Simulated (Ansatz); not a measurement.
**A faulty run on liquid 80SiO2-20Li2O (mol %) at 1800 K (75 atoms)**

Program: Ansatz 0.2.0. The cell: 20 Si, 10 Li and 45 O.

The input, input.yaml:

```yaml
crystal:
  lattice:
    - [9.9741, 0.0, 0.0]
    - [0.0, 9.9741, 0.0]
    - [0.0, 0.0, 9.9741]
  atoms:
    - { symbol: Si, position: [0.18825, 0.48586, 0.51266] }
    - { symbol: Si, position: [0.22454, 0.39192, 0.97029] }
    - { symbol: Si, position: [0.7485, 0.5572, 0.14143] }
    - { symbol: Si, position: [0.89278, 0.05532, 0.99787] }
    - { symbol: Si, position: [0.15615, 0.12705, 0.82259] }
    - { symbol: Si, position: [0.91441, 0.83263, 0.19164] }
    - { symbol: Si, position: [0.65097, 0.94211, 0.86661] }
    - { symbol: Si, position: [0.3529, 0.90495, 0.984] }
    - { symbol: Si, position: [0.33026, 0.01423, 0.29468] }
    - { symbol: Si, position: [0.85128, 0.27422, 0.22005] }
    - { symbol: Si, position: [0.03497, 0.70009, 0.40303] }
    - { symbol: Si, position: [0.0782, 0.5352, 0.75922] }
    - { symbol: Si, position: [0.62561, 0.59728, 0.43218] }
    - { symbol: Si, position: [0.54511, 0.22174, 0.2379] }
    - { symbol: Si, position: [0.64823, 0.08102, 0.58037] }
    - { symbol: Si, position: [0.32828, 0.7118, 0.7741] }
    - { symbol: Si, position: [0.51857, 0.49876, 0.90617] }
    - { symbol: Si, position: [0.47341, 0.33352, 0.49659] }
    [... 51 atom lines left out ...]
    - { symbol: O, position: [0.51823, 0.21226, 0.57566] }
    - { symbol: O, position: [0.98785, 0.08144, 0.87106] }
    - { symbol: O, position: [0.34026, 0.94626, 0.44354] }
    - { symbol: O, position: [0.09153, 0.44011, 0.62272] }
    - { symbol: O, position: [0.71376, 0.81814, 0.79039] }
    - { symbol: O, position: [0.20649, 0.63129, 0.73526] }
kpoints:
  mp_grid: { grid: [1, 1, 1] }
hamiltonian:
  xc: pbe
scf:
  occupations: { method: gaussian, width: 0.025 }
  max_iter: 100
output:
  forces: true
basis:
  ecutwfc: 30
```

Run with:

```sh
> ansatz run input.yaml --threads 4 --pin off --max-ram 8192MiB --backend cpu --events-out ev --progress --plain --runs-dir out
```

Numbers of over 12 decimals in the logs are rounded to 6 here.

Output:

```text
Warning: basis.ecutwfc = 30 eV is below the records' recommended 420 eV, and the density's cutoff is lower with it unless basis.ecutrho_ratio is high enough to keep the records' density cutoff: compare with a run at a higher cutoff
Engine: ansatz 0.2.0, aarch64-unknown-linux-gnu
Pseudopotentials: kind: paw
Pseudopotential: Si, paw, valence charge 4, recommended cutoff 420 eV (normal), Si.paw.azcp
Pseudopotential: Li, paw, valence charge 3, recommended cutoff 420 eV (normal), Li.paw.azcp
Pseudopotential: O, paw, valence charge 6, recommended cutoff 420 eV (normal), O.paw.azcp
[... 5 lines on functional and potentials left out ...]
Crystal: 75 atoms, lattice volume = 992.250 Å³
Basis set: ecut = 30 eV, 365 PW (Γ), exchange–correlation on 36×36×36 points (8 copies of the dense FFT grid, shifted against one another)
Bands: 265, of which v1, the nominal top of the filled ones, is band 190 counted from 1 (189 counted from 0)
Symmetry: 1 space group operations
Space group: P1 (ITA 1), of the structure as read, at distance tolerance 1.0e-4 Å
k-points: 1
[... 7 lines on functional and potentials left out ...]
Initial density: superposition of atomic densities (neutral atoms: chi_scale 0, normalization atom), corrected by the library's trained network
Initial wavefunctions: pseudopotential atomic-orbital guess
Functional: x = pbe(κ = 0.804, μ = 0.219515), c = pbe(β = 0.066725)
SCF iter   1: F=—  HF=-36499.873582 eV  |F-HF|=—  |Δ(HF+E_count)|=         —  Δρ=7.55e-1  dr2=6.07e3  ethr=1.77e-3  ⟨swp⟩=1.0  Hψ=365  notcnv=0
preconditioner: auto → LDOS  [insulator: Δε(μ)=0.080 eV  Ē_g=13.412 eV  σ=0.025 eV  W_gap=0.98  n_scr=202 (ndim 8)  ℏωp=22.3 eV  f_vac=0.288  D(μ)=7.08/eV (n_scr^D=26)  ε∞_Penn≈3.8  β→1.0]
SCF iter   2: F=—  HF=-32256.494935 eV  |F-HF|=—  |Δ(HF+E_count)|=    4.24e3  Δρ=8.92e-2  dr2=1.64e2  ethr=1.77e-3  ⟨swp⟩=5.0  Hψ=828  notcnv=0  defer=67
preconditioner: auto → Resta (q_TF=auto, 2.325 Å⁻¹)  ε∞=3.0  [insulator: Δε(μ)=0.148 eV  Ē_g=13.052 eV  σ=0.025 eV  W_gap=1.00  n_scr=202 (ndim 8)  ℏωp=18.4 eV  f_vac=0.084  D(μ)=0.01/eV (n_scr^D=0)  ε∞_Penn≈3.0  vacuum switching on, ρ_ref=1.2e-2 e/Å³  β→0.5]
SCF iter   3: F=—  HF=-32194.220638 eV  |F-HF|=—  |Δ(HF+E_count)|=    6.23e1  Δρ=3.65e-2  dr2=4.29e1  ethr=1.77e-3  ⟨swp⟩=4.0  Hψ=479  notcnv=0  defer=24
automatic band count: iteration 3 solves 220 bands in place of 265: the levels show a gap, and the empty bands left out lie too high to hold charge; the band table lists the bands solved (type scf.n_extra_bands for more)
SCF iter   4: F=—  HF=-32188.723626 eV  |F-HF|=—  |Δ(HF+E_count)|=    5.50e0  Δρ=1.99e-2  dr2=3.31e1  ethr=1.77e-3  ⟨swp⟩=5.0  Hψ=619  notcnv=0  defer=22
SCF iter   5: F=—  HF=-32183.591423 eV  |F-HF|=—  |Δ(HF+E_count)|=    5.13e0  Δρ=5.30e-3  dr2=1.90e0  ethr=1.77e-3  ⟨swp⟩=5.0  Hψ=598  notcnv=0  defer=21
SCF iter   6: F=—  HF=-32183.274766 eV  |F-HF|=—  |Δ(HF+E_count)|=   3.17e-1  Δρ=2.52e-3  dr2=1.86e-1  ethr=4.99e-4  ⟨swp⟩=3.0  Hψ=283  notcnv=0  defer=21
SCF iter   7: F=—  HF=-32183.248189 eV  |F-HF|=—  |Δ(HF+E_count)|=   2.66e-2  Δρ=1.10e-3  dr2=5.55e-2  ethr=4.89e-5  ⟨swp⟩=2.0  Hψ=351  notcnv=0  defer=21
SCF iter   8: F=—  HF=-32183.241015 eV  |F-HF|=—  |Δ(HF+E_count)|=   7.17e-3  Δρ=3.17e-4  dr2=4.10e-3  ethr=1.46e-5  ⟨swp⟩=2.0  Hψ=289  notcnv=0  defer=21
SCF iter   9: F=—  HF=-32183.240383 eV  |F-HF|=—  |Δ(HF+E_count)|=   6.31e-4  Δρ=1.63e-4  dr2=1.13e-3  ethr=1.08e-6  ⟨swp⟩=3.0  Hψ=339  notcnv=0  defer=21
SCF iter  10: F=—  HF=-32183.240298 eV  |F-HF|=—  |Δ(HF+E_count)|=   8.54e-5  Δρ=8.15e-5  dr2=3.48e-4  ethr=2.96e-7  ⟨swp⟩=2.0  Hψ=262  notcnv=0  defer=21
SCF iter  11: F=—  HF=-32182.826174 eV  |F-HF|=—  |Δ(HF+E_count)|=   4.14e-1  Δρ=2.97e-4  dr2=1.98e-3  ethr=9.17e-8  ⟨swp⟩=4.0  Hψ=600  notcnv=0  defer=21
SCF iter  12: F=—  HF=-32182.826040 eV  |F-HF|=—  |Δ(HF+E_count)|=   1.34e-4  Δρ=2.48e-4  dr2=1.33e-3  ethr=9.17e-8  ⟨swp⟩=1.0  Hψ=220  notcnv=0  defer=21
SCF iter  13: F=—  HF=-32182.825828 eV  |F-HF|=—  |Δ(HF+E_count)|=   2.12e-4  Δρ=1.47e-4  dr2=5.53e-4  ethr=9.17e-8  ⟨swp⟩=2.0  Hψ=272  notcnv=0  defer=21
SCF iter  14: F=—  HF=-32182.825753 eV  |F-HF|=—  |Δ(HF+E_count)|=   7.49e-5  Δρ=8.29e-5  dr2=1.63e-4  ethr=9.17e-8  ⟨swp⟩=2.0  Hψ=222  notcnv=0  defer=21
SCF iter  15: F=—  HF=-32182.825721 eV  |F-HF|=—  |Δ(HF+E_count)|=   3.20e-5  Δρ=3.31e-5  dr2=2.21e-5  ethr=4.28e-8  ⟨swp⟩=2.0  Hψ=226  notcnv=0  defer=21
SCF iter  16: F=-32182.825717 eV  HF=-32182.825717 eV  |F-HF|=1.35e-7  |Δ(HF+E_count)|=   4.13e-6  Δρ=3.02e-6  dr2=2.35e-7  ethr=2.61e-10  ⟨swp⟩=3.0  Hψ=838  notcnv=0
SCF 1 converged in 16 iterations: F = -32182.825717 eV  dr2 = 2.35e-7
[...]
SCF converged after 16 iterations
Free energy (F): -32182.825717 eV
Harris-Foulkes:  -32182.825717 eV  (|F-HF|=1.35e-7)
Internal energy: -32182.811397 eV  (E = F + TS)
E sigma→0 (E₀):  -32182.818557 eV
Entropy (-TS):   -0.014320 eV (-0.191 meV/atom)
Fermi energy:    15.195146 eV
--- Per-component energies (eV) ---
  E_band       = -1802.878342
  E_kinetic    = 5718.321944
  E_local      = -7683.640753  (includes V_loc(G=0)·N_el)
  E_nonlocal   = 1081.840022
  E_hartree    = 2121.843848
  E_xc         = -4128.782432
  E_vxc        = -4813.562440  (∫ρ·V_xc dr)
  E_paw        = -16213.062026  (= ΣΔE_a)
  E_vpaw       = -297.225061  (= ΣTr[D̂ρ^β])
  E_aug_tail   = -52.299125  (compensation charges beyond the density's cutoff)
  E_ewald      = -13027.032877
  E_smearing   = -0.014320  (= −TS)
  E_closure    = -0.000000  (closes the sum)
  Σ components = -32182.825717   (vs F -32182.825717, Δ=0.00e0)
--- Forces (eV/Å), atoms counted from 1 ---
  atom   1  Si    27.56694696    22.22259619     7.33276020
  atom   2  Si     3.27858039    -5.67628618     1.87479456
  atom   3  Si    28.94059916    -8.18614460    17.48955638
  atom   4  Si    -3.78162147   -30.54934628   -20.89594623
  atom   5  Si   -29.56056194   -18.53331179     9.67288785
  atom   6  Si    15.62323228    -9.95010587    16.97913718
  atom   7  Si    -1.17599116   -13.68601704     3.78492355
  atom   8  Si    -2.67783458   -12.20607136    -1.26300976
  atom   9  Si    -5.95531717    -6.49810208     9.18436370
  atom  10  Si     5.95362686   -11.41163979    21.80831490
  atom  11  Si    -1.15354484    11.09848521     9.51056304
  atom  12  Si   -20.85644652     0.89441344    20.71003737
  atom  13  Si     8.32812618    11.42546740   -16.44652583
  atom  14  Si    -0.58803565    -4.13765749   -14.97716684
[...]
atom  74  O     17.03543610   -44.02780764   -42.64152729
  atom  75  O    -20.20731725   -10.63143535   -38.90523773
  max |Σ_I F_I| component: 4.87e-2 eV/Å
```

Wall time 1.4 s (4 threads of Arm Neoverse V2, shared host); peak memory 0.28 GiB.

In the SCF lines HF is the Harris–Foulkes energy and dr2 the Hartree energy of the density residual, in eV; the loop may stop once dr2 is under the threshold and the program's other checks hold. Hψ counts applications of the Hamiltonian.

Against a sound run (Kohn-Sham DFT, PBE, PAW (set soft_2), plane waves):

* r.m.s. difference of force components: 24210 meV/Å
* longest difference of force vectors: 78750 meV/Å
* force difference over r.m.s. force: 1227 %

What is at fault here, and what would mend it?

A cutoff far too low: basis.ecutwfc = 30.

The fix is to take out basis.ecutwfc.

The run converged all the same, so the exit status doesn't show the fault.

[Logs are printed without paths, hosts, clocks, repeated set-up lines and the standing remarks that a program may print on its own settings, such as how far it seeks lower states.]

[Hosts, paths, dates, database ids (printed as entryN), source tags and the programs' standing remarks are cut or masked in the printed files.]
